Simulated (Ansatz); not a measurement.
**Resistivity from frozen vibrations: W(100) with 4 thermally displaced layers, 2x2**

Wanted: the phonon-limited resistivity of W at 800 K by the Landauer route.

Method: Ansatz plane-wave DFT, PBE, PAW files; ballistic transport by layer matching (Landauer), zero bias; PAW set soft_1, in Ansatz 0.2.0.

Report form: the programs' logs are mostly left out.

## 1. Set-up

The cell holds 56 atoms: 56 W. Its edges and angles: a = 6.330 Å, b = 6.330 Å, c = 22.154 Å, α = 90.0°, β = 90.0°, γ = 90.0°. It derives from W. Regions: lead, 40 atoms (40 W); scattering region, 16 atoms (16 W). The structure is stacked along c, and the current runs across the ab planes.

## 2. With 4 displaced layers

Each atom of 4 layers is moved at random, by amounts drawn from a normal law 0.0631 Å wide in each direction from the Debye model (400 K) at 800 K. The layers about the cell's end stay perfect and serve as the lead. Disorder leaves little or no symmetry, which makes such runs dear. Energies from -0.05 to 0.05 eV in steps of 0.05 eV are too few for the program's thermal sum, so it prints no conductance; for a metal the transmission near the Fermi level serves, at a fraction of the cost.

File input.yaml:

```yaml
crystal:
  lattice:
    - [6.3296, 0.0, 0.0]
    - [0.0, 6.3296, 0.0]
    - [0.0, 0.0, 22.1536]
  atoms:
    - { symbol: W, position: [0.0, 0.0, 0.0357142857] }
    - { symbol: W, position: [0.0, 0.5, 0.0357142857] }
    - { symbol: W, position: [0.5, 0.0, 0.0357142857] }
    - { symbol: W, position: [0.5, 0.5, 0.0357142857] }
    - { symbol: W, position: [0.25, 0.25, 0.1071428571] }
    - { symbol: W, position: [0.25, 0.75, 0.1071428571] }
    - { symbol: W, position: [0.75, 0.25, 0.1071428571] }
    - { symbol: W, position: [0.75, 0.75, 0.1071428571] }
[... 44 atom lines left out ...]
    - { symbol: W, position: [0.25, 0.25, 0.9642857143] }
    - { symbol: W, position: [0.25, 0.75, 0.9642857143] }
    - { symbol: W, position: [0.75, 0.25, 0.9642857143] }
    - { symbol: W, position: [0.75, 0.75, 0.9642857143] }
kpoints:
  mp_grid: { grid: [4, 4, 1] }
hamiltonian:
  xc: pbe
  pseudopotentials: { kind: paw, azcp: { folder: soft_1 } }
scf:
  occupations: { method: fermi_dirac, width: 0.1 }
output:
  transmission: { leads: [[0, 4]], kmesh: [8, 8], e_range: [-0.05, 0.05], de: 0.05 }
  write_potential: true
  write_density: true
  volumetric_format: npy
  elf: true
```

Launch:

```bash
ansatz run input.yaml --threads 4 --pin off --max-ram 15360MiB --backend cpu --events-out ev --progress --plain --runs-dir out
```

The job ended after 14 min (4 threads of Arm Neoverse V2, shared host; peak memory 7.9 GiB).

Numbers from this step:

```yaml
free_energy: -581610.1982 eV
energy_at_zero_smearing: -581609.7116 eV
fermi_energy: 22.47 eV
cell_area: 40.06 Å²
transmission_per_spin_nearest_the_fermi_level: 4.826
open_channels_per_spin_nearest_the_fermi_level: 5.656
step_of_the_lead_s_potential: 4.7 meV
```

Per spin. Table of transmission, zone mean by energy, zero at the Fermi level:

```
energy (eV)  transmission, zone mean
    -0.0500                     4.40
     0.0000                     4.83
     0.0500                     4.83
```

Per spin. The open channels, zone mean, lead by energy, zero at the Fermi level:

```
energy (eV)  open channels, zone mean, lead
    -0.0500                            5.03
     0.0000                            5.66
     0.0500                            5.53
```

Transmission over k1 and k2. At 0.0000 eV from the Fermi level.

Ten even steps from '_' (0.0) to '@' (12.8):
```
..__::--==--::__
..::..==++==..::
----==%%@@%%==--
====++@@@@@@++==
----==%%@@%%==--
..::..==++==..::
..__::--==--::__
__....--==--....
```
Columns: k1 (b1) from -0.5 to 0.375; rows upwards: k2 (b2) from -0.5 to 0.375.

Open channels over k1 and k2. At 0.0000 eV from the Fermi level.

Ten even steps from '_' (0.0) to '@' (14.0):
```
..__::::++::::__
..::..++##++..::
::::++@@@@@@++::
++++##@@@@@@##++
::::++@@@@@@++::
..::..++##++..::
..__::::++::::__
__....::++::....
```
Columns: k1 (b1) from -0.5 to 0.375; rows upwards: k2 (b2) from -0.5 to 0.375.

Electrostatic potential energy in the ca plane at fractional y = 0.000, with atoms of W within 0.2 Å of it. With pseudopotentials it is smooth inside the atoms' cores, unlike the true potential.

Ten even steps from '0' (-24 eV) to '9' (23 eV), each cell a mean:
```
50001699830002799500004899610004898400016998
73114899962125899730016999841126999731148999
98678999997678999975468999986678999976789999
99999999999999999998899999999999999999999999
99999999999999999999999999999999999999999999
97668999987678999986678999975578999976689999
73114899962125899851126999730026999731148999
50001599830002799720003899600004898400016998
40000599720001699610003899600004898300005997
61002799851003799830015899730026999510027998
86446899985347999975458999975578999854479999
99889999999889999999899999999999999998899999
99999999999999999999999999999999999999999999
99889999998889999999999999998899999998899999
86346899985347999986679999974468999853468999
61002699851003799841027999730015999510027998
40000599720001699610004899610003898300005997
```
Columns run along c (16.0 Å, from fractional 0.14 to 0.86 of the cell; values clipped at the 3rd and 97th percentile), rows up along a (6.3 Å). Atoms in or near the plane, at fractional coordinates: W at (0.18, 0.00), W at (0.18, 0.50), W at (0.32, 0.00), W at (0.32, 0.50), W at (0.46, 0.98), W at (0.46, 0.50), W at (0.61, 0.99), W at (0.61, 0.51), W at (0.75, 0.00), W at (0.75, 0.50).

ELF in the ca plane at fractional y = 0.000, with atoms of W within 0.2 Å of it. It is the smooth field of the valence electrons, not physical close to the nuclei.

Ten even steps from '0' (0.15) to '9' (0.66), each cell a mean:
```
29679124159587132184293042187494141395781240
25775256326873265269982365258862364268742563
41012466531012566422323566421113665310125665
65335655664235655642236655653346655643356556
64335655664235655653246655652246655642356556
41112466531112465421113566422223666311124665
26885256327874255248872364269972364268842563
29669124159487133078494042195493151395781240
39239113058067033076185032195393140481481230
28998135239996145159993254169972352399971451
22332366423332366422322566312213565223323664
53113565652114556641025666641135656531146656
65446655665346655664456655664456555654466556
53113565652014555642135656631125666521135656
22442366423432366421112565323322575234323664
28998135239896144158872253169983252399971451
39239113058067132186493041085184040481481230
```
Columns run along c (16.0 Å, from fractional 0.14 to 0.86 of the cell), rows up along a (6.3 Å). Atoms in or near the plane, at fractional coordinates: W at (0.18, 0.00), W at (0.18, 0.50), W at (0.32, 0.00), W at (0.32, 0.50), W at (0.46, 0.98), W at (0.46, 0.50), W at (0.61, 0.99), W at (0.61, 0.51), W at (0.75, 0.00), W at (0.75, 0.50).

Valence density in the ca plane at fractional y = 0.000, with atoms of W within 0.2 Å of it. It is the smooth field of the valence electrons, not physical close to the nuclei.

Values in e/Å³, 9 rows by 16 columns, each cell a mean:
```
2.4 2.9 0.3 1.7 3.5 0.4 1.7 4.5 0.5 0.6 4.1 1.3 0.4 3.6 1.7 0.3
0.4 0.4 0.3 0.4 0.5 0.3 0.4 0.8 0.3 0.3 0.6 0.4 0.3 0.5 0.4 0.3
0.3 0.3 0.3 0.3 0.3 0.3 0.3 0.4 0.3 0.3 0.4 0.3 0.3 0.3 0.3 0.3
1.8 2.2 0.3 1.3 2.7 0.4 0.9 3.1 0.5 0.6 3.5 1.0 0.4 2.7 1.2 0.3
3.3 4.0 0.3 2.5 4.7 0.5 1.6 5.2 0.8 0.8 5.1 1.5 0.5 4.8 2.4 0.3
1.1 1.3 0.3 0.8 1.5 0.3 0.5 1.5 0.4 0.3 1.2 0.5 0.3 1.6 0.8 0.3
0.3 0.3 0.3 0.3 0.3 0.3 0.3 0.3 0.3 0.3 0.3 0.3 0.3 0.3 0.3 0.3
0.7 0.8 0.3 0.5 0.9 0.3 0.4 0.5 0.3 0.3 0.8 0.4 0.3 0.9 0.5 0.3
3.0 3.6 0.3 2.2 4.4 0.4 1.5 4.1 0.5 0.6 4.7 1.5 0.5 4.4 2.1 0.3
```
Columns run along c (16.0 Å, from fractional 0.14 to 0.86 of the cell), rows up along a (6.3 Å). Atoms in or near the plane, at fractional coordinates: W at (0.18, 0.00), W at (0.18, 0.50), W at (0.32, 0.00), W at (0.32, 0.50), W at (0.46, 0.98), W at (0.46, 0.50), W at (0.61, 0.99), W at (0.61, 0.51), W at (0.75, 0.00), W at (0.75, 0.50).

Over the solved energies the transmission per spin lies between 4.40 and 4.83, out of 5.41 channels of the lead on average (up to 5.66).

## 3. With 8 displaced layers

Each atom of 8 layers is moved at random, by amounts drawn from a normal law 0.0631 Å wide in each direction from the Debye model (400 K) at 800 K. A fresh draw is used; the growth of the resistance with length is what counts.

System of this step: W(100) with 8 thermally displaced layers, 2x2. The cell holds 72 atoms: 72 W. Cell: a = 6.330 Å, b = 6.330 Å, c = 28.483 Å, α = 90.0°, β = 90.0°, γ = 90.0°. It derives from W. Regions: lead, 40 atoms (40 W); scattering region, 32 atoms (32 W). The structure is stacked along c, and the current runs across the ab planes.

File input.yaml:

```yaml
crystal:
  lattice:
    - [6.3296, 0.0, 0.0]
    - [0.0, 6.3296, 0.0]
    - [0.0, 0.0, 28.4832]
  atoms:
    - { symbol: W, position: [0.0, 0.0, 0.0277777778] }
    - { symbol: W, position: [0.0, 0.5, 0.0277777778] }
    - { symbol: W, position: [0.5, 0.0, 0.0277777778] }
    - { symbol: W, position: [0.5, 0.5, 0.0277777778] }
    - { symbol: W, position: [0.25, 0.25, 0.0833333333] }
    - { symbol: W, position: [0.25, 0.75, 0.0833333333] }
    - { symbol: W, position: [0.75, 0.25, 0.0833333333] }
    - { symbol: W, position: [0.75, 0.75, 0.0833333333] }
[... 60 atom lines left out ...]
    - { symbol: W, position: [0.25, 0.25, 0.9722222222] }
    - { symbol: W, position: [0.25, 0.75, 0.9722222222] }
    - { symbol: W, position: [0.75, 0.25, 0.9722222222] }
    - { symbol: W, position: [0.75, 0.75, 0.9722222222] }
kpoints:
  mp_grid: { grid: [4, 4, 1] }
hamiltonian:
  xc: pbe
  pseudopotentials: { kind: paw, azcp: { folder: soft_1 } }
scf:
  occupations: { method: fermi_dirac, width: 0.1 }
output:
  transmission: { leads: [[0, 4]], kmesh: [8, 8], e_range: [-0.05, 0.05], de: 0.05 }
  write_potential: true
  write_density: true
  volumetric_format: npy
```

Run time: 21 min. Hardware: 4 threads; peak memory 8.2 GiB.

This step gave:

| Property | Result |
| --- | --- |
| free energy | -747783.0888 eV |
| energy at zero smearing | -747782.4713 eV |
| Fermi energy | 22.41 eV |
| transmission per spin nearest the Fermi level | 4.004 |
| open channels per spin nearest the Fermi level | 5.281 |
| step of the lead's potential | 4.3 meV |

Per spin. The transmission, zone mean by energy, zero at the Fermi level:

```
energy (eV)  transmission, zone mean
    -0.0500                     3.89
     0.0000                     4.00
     0.0500                     4.22
```

Over the solved energies the transmission per spin lies between 3.89 and 4.22, out of 5.20 channels of the lead on average (up to 5.66).

## 4. With 12 displaced layers

Each atom of 12 layers is moved at random, by amounts drawn from a normal law 0.0631 Å wide in each direction from the Debye model (400 K) at 800 K. A fresh draw is used; the growth of the resistance with length is what counts.

System of this step: W(100) with 12 thermally displaced layers, 2x2. The cell holds 88 atoms: 88 W. Its edges and angles: a = 6.330 Å, b = 6.330 Å, c = 34.813 Å, α = 90.0°, β = 90.0°, γ = 90.0°. It derives from W. Regions: lead, 40 atoms (40 W); scattering region, 48 atoms (48 W). The structure is stacked along c, and the current runs across the ab planes.

File input.yaml:

```yaml
crystal:
  lattice:
    - [6.3296, 0.0, 0.0]
    - [0.0, 6.3296, 0.0]
    - [0.0, 0.0, 34.8128]
  atoms:
    - { symbol: W, position: [0.0, 0.0, 0.0227272727] }
    - { symbol: W, position: [0.0, 0.5, 0.0227272727] }
    - { symbol: W, position: [0.5, 0.0, 0.0227272727] }
    - { symbol: W, position: [0.5, 0.5, 0.0227272727] }
    - { symbol: W, position: [0.25, 0.25, 0.0681818182] }
    - { symbol: W, position: [0.25, 0.75, 0.0681818182] }
    - { symbol: W, position: [0.75, 0.25, 0.0681818182] }
    - { symbol: W, position: [0.75, 0.75, 0.0681818182] }
[... 76 atom lines left out ...]
    - { symbol: W, position: [0.25, 0.25, 0.9772727273] }
    - { symbol: W, position: [0.25, 0.75, 0.9772727273] }
    - { symbol: W, position: [0.75, 0.25, 0.9772727273] }
    - { symbol: W, position: [0.75, 0.75, 0.9772727273] }
kpoints:
  mp_grid: { grid: [4, 4, 1] }
hamiltonian:
  xc: pbe
  pseudopotentials: { kind: paw, azcp: { folder: soft_1 } }
scf:
  occupations: { method: fermi_dirac, width: 0.1 }
output:
  transmission: { leads: [[0, 4]], kmesh: [8, 8], e_range: [-0.05, 0.05], de: 0.05 }
  write_potential: true
  write_density: true
  volumetric_format: npy
```

Elapsed: 25 min, on 4 threads; peak memory 8.4 GiB; 1.6 h of CPU time.

Numbers from this step:

- free energy: -913955.2077 eV
- energy at zero smearing: -913954.4649 eV
- Fermi energy: 22.40 eV
- transmission per spin nearest the Fermi level: 3.230
- step of the lead's potential: 8.4 meV

Per spin. Table of transmission, zone mean by energy, zero at the Fermi level:

```
energy (eV)  transmission, zone mean
    -0.0500                     3.17
     0.0000                     3.23
     0.0500                     3.37
```

Over the solved energies the transmission per spin lies between 3.17 and 3.37, out of 5.20 channels of the lead on average (up to 5.66).

## 5. Resistance against length

This step: Ansatz plane-wave DFT, PBE, PAW files; ballistic transport by layer matching (Landauer), zero bias; resistivity from the slope of the area resistance; PAW set soft_1 (Ansatz 0.2.0).

Numbers from this step:

| Item | Value |
| --- | --- |
| resistivity | 35.15 µΩ cm |
| intercept | -0.1031 fΩ m² |
| scatter about the fit | 0.03975 fΩ m² |

Resistance, by row:

```
run  length (Å)      T  channels N  RA (fΩ m²)
 n4        6.33  4.684       5.406      0.1475
 n8       12.66  4.038       5.198      0.2856
n12       18.99  3.258       5.198      0.5925
```

The area resistance by length of the displaced region:

```
length of the displaced region (Å)  area resistance (fΩ m²)
                              6.33                    0.147
                             12.66                    0.286
                             18.99                    0.592
```

The area resistance goes from 0.15 to 0.59 fΩ m² between 6.3 and 19.0 Å, a slope of 35 µΩ cm.

By hand from the end points: (0.5925 − 0.1475) fΩ m² / (18.99 − 6.33) Å = 35 µΩ cm, since 1 fΩ m² per Å is 1000 µΩ cm.

## 6. Summary of results

```json
{"resistivity from the slope": "35.2 µΩ cm", "area resistance over 6.33 Å": "0.147 fΩ m²", "area resistance over 12.7 Å": "0.286 fΩ m²", "area resistance over 19.0 Å": "0.592 fΩ m²"}
```

What this shows: The slope gives 35 µΩ cm. The points scatter by 0.040 fΩ m² about the line, with one random draw a length in a 2x2 cell, so the slope is a rough value. The mean square of the displacements drawn is 0.78, 0.99 and 1.2 of the nominal one at the three lengths; with each resistance scaled back by that, the slope is 25 µΩ cm, the value used below. The lead's own channel count moves between the runs (5.41, 5.20 and 5.20), which shifts RA and the slope too. Read with a model of isotropic scattering on a spherical Fermi surface and the lead's 1.0×10¹⁵ S/m², this slope means a mean free path near 31 Å; over these lengths the model's slope is 1.07 times its bulk resistivity, which would be 23 µΩ cm. Uncorrelated displacements put too much weight on short waves, which scatter strongly; with the sideways repeat of a small cell, one draw and three short lengths, the method is good to a factor of two or three. Spin-orbit coupling is left out, which matters for W.

[Logs are printed without paths, hosts, clocks, repeated set-up lines and the standing remarks that a program may print on its own settings, such as how far it seeks lower states.]

[Hosts, paths, dates, database ids (printed as entryN), source tags and the programs' standing remarks are cut or masked in the printed files.]
